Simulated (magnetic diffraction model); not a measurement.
# Ce₂TlC₄: what an assumed order does to the neutron pattern

Space group Ibam (no. 72), a = 7.8230 Å, b = 10.2620 Å, c = 5.3690 Å.

```csv
site,atom,x,y,z
4a,Tl,0,0,1/4
8j,Ce,0.6523,0.1487,0
8j,C,0.6621,0.1254,1/2
8j,C,0.1621,0.9179,1/2
```

This is a made-up structure (elements placed in a structure type, unrelaxed), so the numbers test the method and describe no known phase.

Only Ce is taken to order (form factors of Ce3+); orders and moment sizes are assumed, and not adapted to the symmetry. Radiation: neutrons of λ = 1.909 Å, 2° to 55°; isotropic B of 0.24 Å² (Tl), 0.29 Å² (Ce) and 0.39 Å² (C). The intensities are simulated: I ∝ L Σ (|F_N|² + |F_M⊥|²) for unpolarised neutrons, with F_M = 2.695 fm/μB × Σ f(s) S exp(2πi Q·r) exp(−B s²) at Q = H ± k (one set where k and −k are equivalent), only the part normal to Q counting and L = 1/(sin²θ cos θ). For a modulated order the moment at position r is S exp(−2πi k·r) + c.c., with S = m/2 for a sine wave of amplitude m and S = m(u + iv)/2 for moments turning in a plane, u and v being orthogonal unit vectors in it; the phase factor of the sum at Q = H + k is then exp(2πi H·r). Form factors are spin-only for 3d ions and dipole or tabulated for f ions, scattering lengths are Sears's of 1992, and absorption is left out. A label names one of the reflections at its angle. The strongest nuclear line in the range is 100, and lines under 0.2 are left out.

Assume the order k = (0 0 1/3), moments turning in the plane of [100] and [010], 1.2 μB on Ce; signs + at (0.6523, 0.1487, 0), − at (0.3477, 0.8513, 0), + at (0.6523, 0.8513, 1/2), − at (0.3477, 0.1487, 1/2).

Predict the pattern, nuclear and magnetic parts apart.

```csv
2θ (°),index,nuclear,magnetic
17.33,(0 1 2/3),0.0,10.1
17.65,(1 1 0),41.0,0.0
18.93,(1 1 1/3),0.0,4.3
21.44,(0 2 0),51.5,0.0
28.25,(2 0 0),7.7,0.0
29.09,(2 0 1/3),0.0,3.0
29.20,(1 2 2/3),0.0,2.4
29.50,(0 1 4/3),0.0,3.8
33.09,(1 2 1),100.0,0.0
33.33,(2 1 2/3),0.0,0.4
35.30,(0 3 2/3),0.0,0.3
35.46,(1 3 0),89.6,0.0
35.74,(2 2 0),10.8,0.0
36.15,(1 3 1/3),0.0,2.5
36.42,(2 2 1/3),0.0,0.3
36.83,(2 1 1),10.4,0.0
37.94,(1 2 4/3),0.0,1.7
38.98,(1 1 5/3),0.0,1.4
41.30,(2 1 4/3),0.0,0.3
41.66,(0 0 2),68.0,0.0
42.95,(0 3 4/3),0.0,0.2
43.68,(0 4 0),29.2,0.0
44.38,(3 1 0),24.0,0.0
45.15,(2 0 5/3),0.0,1.7
45.57,(1 1 2),37.2,0.0
47.32,(0 2 2),3.5,0.0
48.30,(1 4 2/3),0.0,0.2
48.55,(2 3 1),11.9,0.0
50.29,(1 3 5/3),0.0,1.6
50.50,(2 2 5/3),0.0,0.2
50.60,(3 2 2/3),0.0,1.7
50.94,(1 4 1),51.6,0.0
51.09,(2 0 2),72.6,0.0
52.50,(1 1 7/3),0.0,0.7
52.84,(2 4 0),49.0,0.0
53.34,(2 4 1/3),0.0,1.0
54.48,(1 4 4/3),0.0,0.2
54.81,(3 3 0),10.5,0.0
```

The strongest magnetic line in the range is (0 1 2/3) at 17.33° (10.1). On top of the Lorentz factor, which all lines share, magnetic lines fade with angle because f falls: for Ce3+ it is 0.96, 0.86, 0.71 and 0.43 at sin θ/λ = 0.1, 0.2, 0.3 and 0.5 Å⁻¹, while nuclear lengths stay constant. The order has no net moment.

[Logs are printed without paths, hosts, clocks, repeated set-up lines and the standing remarks that a program may print on its own settings, such as how far it seeks lower states.]
